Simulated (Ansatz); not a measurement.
**A convergence test on ZnCu2SnS4 (I-4): k mesh of the density**

Wanted: the cheapest k mesh of the density that holds the PBE gap of ZnCu2SnS4 (I-4).

Main program and level: Ansatz 0.2.0; DFT, PBE, plane waves, PAW; PAW set soft_1.

This is a report of a sequence of runs, with most program output left out.

### 1. Starting point

It takes space group I-4 (No. 82, tetragonal). Conventional cell: a = 5.434 Å, b = 5.434 Å, c = 10.850 Å, α = 90.00°, β = 90.00°, γ = 90.00°. Zn has 4 S at 2.33 Å nearest. Nearest to Cu lie 4 S at 2.33 Å. Sn has 4 S at 2.41 Å nearest. S has 1 Zn at 2.33 Å and 2 Cu at 2.33 Å and 1 Sn at 2.41 Å nearest. Farther neighbours and most contacts between anions are not listed.

The cell and positions come from the Crystallography Open Database and are kept as given unless a step says otherwise.

### 2. k mesh of the density: 2×2×2

input.yaml reads:

```yaml
crystal:
  lattice:
    - [-2.7171, 2.7171, 5.4248]
    - [2.7171, -2.7171, 5.4248]
    - [2.7171, 2.7171, -5.4248]
  atoms:
    - { symbol: Zn, position: [0.25, 0.75, 0.5] }
    - { symbol: Cu, position: [0.0, 0.0, 0.0] }
    - { symbol: Cu, position: [0.75, 0.25, 0.5] }
    - { symbol: Sn, position: [0.5, 0.5, 0.0] }
    - { symbol: S, position: [0.37161, 0.88441, 0.9996] }
    - { symbol: S, position: [0.11559, 0.11519, 0.4872] }
    - { symbol: S, position: [0.88481, 0.37201, 0.0004] }
    - { symbol: S, position: [0.62799, 0.62839, 0.5128] }
kpoints:
  mp_grid: { grid: [2, 2, 2] }
  band_path:
    path:
      - [0.0, 0.0, 0.0]
      - [0.0, 0.0, 0.5]
      - [0.25, 0.25, 0.25]
      - [0.0, 0.5, 0.0]
      - [0.5, 0.5, -0.5]
      - [0.31271679, 0.68728321, -0.31271679]
      - [-0.31271679, 0.31271679, 0.31271679]
      - [-0.12543357, 0.12543357, 0.5]
    npoints: 1
hamiltonian:
  xc: pbe
  pseudopotentials: { kind: paw, azcp: { folder: soft_1 } }
scf:
  occupations: { method: fixed }
  n_extra_bands: 6
output:
  eigenvalues: true
  forces: true
  stress: true
```

Started as:

```sh
$ ansatz run input.yaml --threads 3 --pin off --max-ram 92160MiB --backend cuda --events-out ev --progress --plain --runs-dir out --devices 1 --max-vram 13GiB
```

Elapsed: 8.5 s, on 1 × NVIDIA H100 80GB HBM3 (shared by 6 runs) with 3 threads of AMD EPYC 7R13 (Zen 3), shared host; peak memory 0.97 GiB.

Numbers from this step:

- pressure: 2.022 GPa
- gap: 0.2732 eV
- valence top at: Γ
- conduction bottom at: Γ
- least direct gap: 0.2732 eV

The gap is direct, at Γ.

### 3. k mesh of the density: 4×4×4

Changes to input.yaml since step 2:

```diff
@@ -15,3 +15,3 @@
 kpoints:
-  mp_grid: { grid: [2, 2, 2] }
+  mp_grid: { grid: [4, 4, 4] }
   band_path:
```

Wall time 6.9 s (1 × NVIDIA H100 80GB HBM3 (shared by 6 runs) with 3 threads); peak memory 0.98 GiB; 7.2 s of CPU time.

This step gave:

| Property | Result |
| --- | --- |
| pressure | 2.052 GPa |
| gap | 0.2870 eV |
| valence top at | Γ |
| conduction bottom at | Γ |
| least direct gap | 0.2870 eV |

The gap is 0.287 eV, +0.014 eV from the run before at this level.

### 4. k mesh of the density: 6×6×6 (the default)

input.yaml, the sections that differ from step 3:

```yaml
kpoints:
  mp_grid: { grid: [6, 6, 6] }
  band_path:
    path:
      - [[0.0, 0.0, 0.0], [0.0, 0.0, 0.5], [0.25, 0.25, 0.25], [0.0, 0.5, 0.0], [0.0, 0.0, 0.0], [0.5, 0.5, -0.5], [0.31271679, 0.68728321, -0.31271679]]
      - [[-0.31271679, 0.31271679, 0.31271679], [0.0, 0.0, 0.0]]
      - [[0.0, 0.0, 0.5], [-0.12543357, 0.12543357, 0.5]]
      - [[0.5, 0.5, -0.12543357], [0.5, 0.5, -0.5]]
    npoints: 10
scf:
  occupations: { method: fermi_dirac, width: 0.02 }
  n_extra_bands: 6
output:
  eigenvalues: true
  forces: true
  stress: true
  write_density: true
  write_potential: true
  elf: true
  volumetric_format: npy
# crystal, hamiltonian: as in step 3
```

It took 13 s on 1 × NVIDIA H100 80GB HBM3 (shared by 6 runs) with 3 threads; peak memory 1.1 GiB; 19 s of CPU time.

This step gave:

```
pressure             : 2.068 GPa
gap                  : 0.2892 eV
valence top at       : Γ
conduction bottom at : Γ
least direct gap     : 0.2892 eV
```

The gap is 0.289 eV, +0.002 eV from the run before at this level.

### 5. k mesh of the density: 10×10×10

input.yaml, the sections that differ from step 4:

```yaml
kpoints:
  mp_grid: { grid: [10, 10, 10] }
  band_path:
    path:
      - [0.0, 0.0, 0.0]
      - [0.0, 0.0, 0.5]
      - [0.25, 0.25, 0.25]
      - [0.0, 0.5, 0.0]
      - [0.5, 0.5, -0.5]
      - [0.31271679, 0.68728321, -0.31271679]
      - [-0.31271679, 0.31271679, 0.31271679]
      - [-0.12543357, 0.12543357, 0.5]
    npoints: 1
scf:
  occupations: { method: fixed }
  n_extra_bands: 6
# crystal, hamiltonian, output: as in step 4
```

Elapsed: 20 s, on 1 × NVIDIA H100 80GB HBM3 (shared by 6 runs) with 3 threads; peak memory 1.4 GiB.

Numbers from this step:

```
pressure             : 2.072 GPa
gap                  : 0.2897 eV
valence top at       : Γ
conduction bottom at : Γ
least direct gap     : 0.2897 eV
```

The gap is 0.290 eV, +0.001 eV from the run before at this level.

### 6. The series

Differences are against the last row; a negative gap means that bands overlap, and a run with a band path holds that path's time. Times are wall times on 1 × NVIDIA H100 80GB HBM3 (shared by 6 runs) with 3 threads of AMD EPYC 7R13 (Zen 3), shared host, good to a factor of about two.

| k mesh of the density | gap (eV) | direct gap (eV) | gap error (eV) | energy error (meV/atom) | irreducible k | time |
| --- | --- | --- | --- | --- | --- | --- |
| 2×2×2 | 0.273 | 0.273 | −0.017 | +22.0 | 4 | 8.5 s |
| 4×4×4 | 0.287 | 0.287 | −0.003 | +0.8 | 14 | 6.9 s |
| 6×6×6 | 0.289 | 0.289 | −0.001 | +0.1 | 36 | 13 s |
| 10×10×10 | 0.290 | 0.290 | +0.000 | +0.0 | 144 | 20 s |

### 7. Results

- 2×2×2: 0.273 eV
- 4×4×4: 0.287 eV
- 6×6×6: 0.289 eV
- 10×10×10: 0.290 eV

**Reading.** The gap holds to 0.02 eV from 2×2×2 on, the cheapest setting tried. At 2×2×2 the gap is off by −0.017 eV and the energy by +22 meV/atom. The gap is read over the mesh and added points near the edges, so meshes differ mainly through the density and, for a hybrid, the exchange operator. The runs have no spin polarisation. For a closed low-spin shell that is the natural state; where a d or f shell is open it is a constraint, and the gap is then not the crystal's own.

[Paths, hosts, dates, memory and timing lines, banners, echoed tables and standing remarks are left out of the program output.]

[Logs are printed without paths, hosts, clocks, repeated set-up lines and the standing remarks that a program may print on its own settings, such as how far it seeks lower states.]

[Runs of the session that timed out or met a known fault of the program may be left out.]

[Cells called generated may have been cut or substituted from an entry of the Crystallography Open Database or the Materials Project.]

[Hosts, paths, dates, database ids (printed as entryN), source tags and the programs' standing remarks are cut or masked in the printed files.]
